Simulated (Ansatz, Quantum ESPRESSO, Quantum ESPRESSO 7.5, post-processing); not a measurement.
# Ballistic transmission: Cu(111) with two reversed steps (an extrinsic fault)

How well does the junction conduct in the ballistic limit? It is: Cu(111) with two reversed steps (an extrinsic fault).

Program: Quantum ESPRESSO 7.5. Level of theory: plane-wave DFT, PBE, GBRV ultrasoft pseudopotentials (cross-check by Ansatz 0.2.0 with PAW datasets). Results are calculated unless marked as measured.

Report form: the programs' logs are mostly left out.

### Step 1. The starting structure

The cell holds 16 atoms: 16 Cu. Its edges and angles: a = 2.574 Å, b = 2.574 Å, c = 33.625 Å, α = 90.0°, β = 90.0°, γ = 60.0°. It derives from Cu. Regions: left lead, 6 atoms (6 Cu); channel, 4 atoms (4 Cu); right lead, 6 atoms (6 Cu). The structure is stacked along c, and the current runs across the ab planes.

### Step 2. SCF with pw.x

One periodic cell holds a stretch of lead, the junction and more lead; the atoms stay as built.

scf.in

```
&control
  prefix = 'scf'
  outdir = './out'
  pseudo_dir = './pseudo'
  calculation = 'scf'
  tprnfor = .true.
/
&system
  ibrav = 0
  nat = 16
  ntyp = 1
  ecutwfc = 40
  ecutrho = 200
  occupations = 'smearing'
  smearing = 'mv'
  degauss = 0.01
/
&electrons
  conv_thr = 1e-07
  mixing_beta = 0.25
  electron_maxstep = 120
  mixing_mode = 'local-TF'
/
ATOMIC_SPECIES
  Cu  63.5460  cu_pbe_v1.2.uspp.F.UPF
CELL_PARAMETERS angstrom
  2.57386868351903 0.00000000000000 0.00000000000000
  1.28693434175952 2.22903566593269 0.00000000000000
  0.00000000000000 0.00000000000000 33.62487967760381
ATOMIC_POSITIONS crystal
  Cu  0.000000000000 0.000000000000 0.000000000000
  Cu  0.333333333000 0.333333333000 0.062500000000
  Cu  0.666666667000 0.666666667000 0.125000000000
  Cu  0.000000000000 0.000000000000 0.187500000000
  Cu  0.333333333000 0.333333333000 0.250000000000
  Cu  0.666666667000 0.666666667000 0.312500000000
  Cu  0.333333333000 0.333333333000 0.375000000000
  Cu  0.000000000000 0.000000000000 0.437500000000
  Cu  0.333333333000 0.333333333000 0.500000000000
  Cu  0.666666667000 0.666666667000 0.562500000000
  Cu  0.000000000000 0.000000000000 0.625000000000
  Cu  0.333333333000 0.333333333000 0.687500000000
  Cu  0.666666667000 0.666666667000 0.750000000000
  Cu  0.000000000000 0.000000000000 0.812500000000
  Cu  0.333333333000 0.333333333000 0.875000000000
  Cu  0.666666667000 0.666666667000 0.937500000000
K_POINTS automatic
  11 11 1 0 0 0
```

Run with:

```bash
$ OMP_NUM_THREADS=1 mpirun -n 4 pw.x -nk 4 -in scf.in > scf.out
```

Run time: 3.4 min. Hardware: 4 MPI ranks of Arm Neoverse V2, shared host; peak memory 1.1 GiB.

This step gave:

* free energy: -87899.7868 eV
* Fermi energy: 15.72 eV

The program's own clock; routines nest. Time by routine:

```csv
routine,wall time (s),calls
PWSCF,205.8,1
electrons,199.6,1
c_bands,182.8,13
cegterg,174.5,52
h_psi,77.04,318
fftw,50.96,65058
vloc_psi,48.16,318
calbec,20.31,386
sum_band,14.61,13
cdiaghg,14.23,314
add_vuspsi,14.18,318
s_psi,14.16,318
h_psi:calbec,14.09,318
init_run,4.16,1
```

The run needed 13 iterations to bring the estimated error under 1e-07 Ry; the largest force on any atom, held or free, is 0.03 eV/Å.

### Step 3. Transmission with pwcond.x

prefixt takes both regions from one run: the lead from 0 to bdl, the scattering region from bdl to bds (units of alat). ikind = 1 puts the same lead on both sides. The program's T_tot counts both spins in a run without spin; the tables below give T per spin.

cond.in

```
&inputcond
  outdir = './out'
  prefixt = 'scf'
  tran_file = 'cond.dat'
  bdl = 2.4494897430
  bds = 13.0639452958
  ikind = 1
  ewind = 4.0
  epsproj = 1e-05
  nz1 = 7
  energy0 = 0.4
  denergy = -0.4
/
10
  0.00000000 0.00000000 0.01562500
  0.00000000 0.12500000 0.09375000
  0.00000000 0.25000000 0.09375000
  0.00000000 0.37500000 0.09375000
  0.00000000 0.50000000 0.04687500
  0.12500000 0.25000000 0.09375000
  0.12500000 0.37500000 0.18750000
  0.12500000 0.50000000 0.18750000
  0.25000000 0.50000000 0.09375000
  0.25000000 0.62500000 0.09375000
3
```

Run with:

```bash
$ OMP_NUM_THREADS=1 mpirun -n 4 pwcond.x -in cond.in > cond.out
```

Run time: 24 s. Hardware: 4 MPI ranks; peak memory 0.26 GiB; 97 s of CPU time.

Read from the output:

```
lead channels at the Fermi level, one spin : 0.8906
transmission at the Fermi level, one spin  : 0.8735
conductance                                : 0.8735 G₀
```

Per spin; mean over the k mesh across the current. The open channels, zone mean by energy, zero at the Fermi level:

```csv
energy (eV),"open channels, zone mean"
-0.400,0.797
0.000,0.891
0.400,0.891
```

Per spin; mean over the k mesh across the current. The transmission, zone mean by energy, zero at the Fermi level:

```csv
energy (eV),"transmission, zone mean"
-0.400,0.723
0.000,0.874
0.400,0.858
```

At 0.000 eV; k in fractions of b1, b2. Transmission by k point:

```csv
k1,k2,weight,t,channels
0,0,0.01562,0,0
0,0.125,0.09375,0.9993,1
0,0.25,0.09375,1,1
0,0.375,0.09375,0.9999,1
0,0.5,0.04688,0.8192,1
0.125,0.25,0.09375,1,1
0.125,0.375,0.1875,0.9996,1
0.125,0.5,0.1875,0.9678,1
0.25,0.5,0.09375,0.9735,1
0.25,0.625,0.09375,0,0
```

The program's own clock; routines nest. Time by routine:

```csv
routine,wall time (s),calls
PWCOND,23.75,1
scatter_forw,19.42,60
compbs,1.71,30
compbs_2,1.42,30
local,1.25,10
init,0.41,1
poten,0.04,1
```

At no point does T exceed the number of channels.

### Step 4. Transmission with pwcond.x, with nz1 = 11

How much does a setting matter? One run is repeated with a change.

cond.w.in, as its differences from the input of step 3:

```diff
@@ -3,3 +3,3 @@
   prefixt = 'scf'
-  tran_file = 'cond.dat'
+  tran_file = 'cond.w.dat'
   bdl = 2.4494897430
@@ -9,3 +9,3 @@
   epsproj = 1e-05
-  nz1 = 7
+  nz1 = 11
   energy0 = 0.4
```

Run with:

```bash
$ OMP_NUM_THREADS=1 mpirun -n 4 pwcond.x -in cond.w.in > cond.w.out
```

Wall time 27 s (4 MPI ranks); peak memory 0.27 GiB; 1.8 min of CPU time.

Beside the run it was changed from:

```csv
quantity,this run,unchanged run,difference
"transmission at the Fermi level, one spin",0.8733,0.8735,-2.4e-4
"lead channels at the Fermi level, one spin",0.8906,0.8906,0
wall time (s),27,24,
```

Over all energies T moves by up to 9.9e-4, at -0.4 eV.

The physical values in this table stay within 0.05 %.

### Step 5. The same in Ansatz

As a check, the same structure is run in Ansatz.

Level of this step: plane-wave DFT, PBE, Ansatz PAW (Ansatz 0.2.0).

input.yaml

```yaml
crystal:
  lattice:
    - [2.5738686835, 0.0, 0.0]
    - [1.2869343418, 2.2290356659, 0.0]
    - [0.0, 0.0, 33.6248796776]
  atoms:
    - { symbol: Cu, position: [0.0, 0.0, 0.0] }
    - { symbol: Cu, position: [0.333333333, 0.333333333, 0.0625] }
    - { symbol: Cu, position: [0.666666667, 0.666666667, 0.125] }
    - { symbol: Cu, position: [0.0, 0.0, 0.1875] }
    - { symbol: Cu, position: [0.333333333, 0.333333333, 0.25] }
    - { symbol: Cu, position: [0.666666667, 0.666666667, 0.3125] }
    - { symbol: Cu, position: [0.333333333, 0.333333333, 0.375] }
    - { symbol: Cu, position: [0.0, 0.0, 0.4375] }
    - { symbol: Cu, position: [0.333333333, 0.333333333, 0.5] }
    - { symbol: Cu, position: [0.666666667, 0.666666667, 0.5625] }
    - { symbol: Cu, position: [0.0, 0.0, 0.625] }
    - { symbol: Cu, position: [0.333333333, 0.333333333, 0.6875] }
    - { symbol: Cu, position: [0.666666667, 0.666666667, 0.75] }
    - { symbol: Cu, position: [0.0, 0.0, 0.8125] }
    - { symbol: Cu, position: [0.333333333, 0.333333333, 0.875] }
    - { symbol: Cu, position: [0.666666667, 0.666666667, 0.9375] }
kpoints:
  mp_grid: { grid: [11, 11, 1] }
hamiltonian:
  xc: pbe
scf:
  occupations: { method: fermi_dirac, width: 0.1 }
  convergence: { dr2_threshold: 1.0e-08 }
output:
  transmission: { leads: [[0, 3]], e_range: [-0.4, 0.4], de: 0.4, kmesh: [8, 8] }
  write_potential: true
  write_density: true
  volumetric_format: npy
```

Run with:

```bash
$ ansatz run input.yaml --threads 4 --pin off --max-ram 8192MiB --backend cpu --events-out ev --progress --plain --runs-dir out
```

Run time: 11 s. Hardware: 4 threads; peak memory 1.2 GiB; 42 s of CPU time.

Read from the output:

| Item | Value |
| --- | --- |
| free energy | -106002.8583 eV |
| energy at zero smearing | -106002.7713 eV |
| smearing term TS | 0.1740 eV |
| Fermi energy | 16.38 eV |
| symmetry operations | 12 |
| transmission at the Fermi level, one spin | 0.8828 |
| step of the lead's Hamiltonian over a period | 1.8 meV |

Per spin; mean over the k mesh across the current. Table of transmission, zone mean by energy, zero at the Fermi level:

```csv
energy (eV),"transmission, zone mean"
-0.400,0.685
0.000,0.883
0.400,0.859
```

Per spin; mean over the k mesh across the current. The open channels, zone mean by energy, zero at the Fermi level:

```csv
energy (eV),"open channels, zone mean"
-0.400,0.797
0.000,0.891
0.400,0.891
```

Ansatz finds T = 0.883 against pwcond's 0.874.

### Step 6. All levels side by side

All levels:

```csv
step,T at the Fermi level (per spin),conductance (G0),r.m.s. T(E) from the first,CPU time of the step (s),peak memory (GiB)
Ansatz,0.8829,-,0,41.95,1.182
pwcond,0.8735,0.8735,0.02271,96.82,0.26
"pwcond, changed setting",0.8733,0.8733,0.0233,108.1,0.27
```

Per spin; mean over the k mesh across the current. The transmission, zone mean by energy, zero at the Fermi level:

```csv
energy (eV),Ansatz,pwcond,"pwcond, changed setting"
-0.400,0.685,0.723,0.724
0.000,0.883,0.874,0.873
0.400,0.859,0.858,0.858
```

### Step 7. A check by hand

The Landauer sum over the mesh, Σ w T = 0.1875 × 1 + 0.1875 × 0.968 + 0.0938 × 1 + … = 0.8735.

G = 0.874 × 77.48 µS = 67.7 µS a cell. Times the area of 5.737 Å², the resistance-area product is A/G = 0.848 fΩ m², the leads' contact resistance included.

Free electrons at 1 an atom (3 atoms in 36.2 Å³) have k_F = 1.349 1/Å and offer A k_F²/4π = 0.83 channels per spin; the lead has 0.89 on this mesh.

### Step 8. What came out

| Quantity | Value |
| --- | --- |
| conductance from T at the Fermi level, a cell (G₀ = 2e²/h) | 0.874 G₀ |
| conductance per area | 1180 S/μm² |
| lead channels per spin | 0.89 |
| the same conductance by Ansatz | 0.883 G₀ |

The junction conducts 0.874 G₀ a cell at the Fermi level (PBE, GBRV ultrasoft). At the Fermi level the junction passes 98 % of what the leads offer, nearly all. At the Fermi level pwcond and Ansatz differ by 1.1 %, a close match. The mean rests on 10 distinct points, the heaviest weighing 0.19, and the mesh was not tested, so even the second digit is unsure. Over -0.4 to 0.4 eV, T lies between 0.72 and 0.87 per spin. The geometry is as built, not relaxed, and the leads are short.

[Logs are printed without paths, hosts, clocks, repeated set-up lines and the standing remarks that a program may print on its own settings, such as how far it seeks lower states.]

[Hosts, paths, dates, database ids (printed as entryN), source tags and the programs' standing remarks are cut or masked in the printed files.]

[Maps of the electrostatic potential energy from Ansatz leave out the sawtooth potential of an applied field or a dipole correction, so their vacuum need not be flat; planar profiles and work functions include it.]
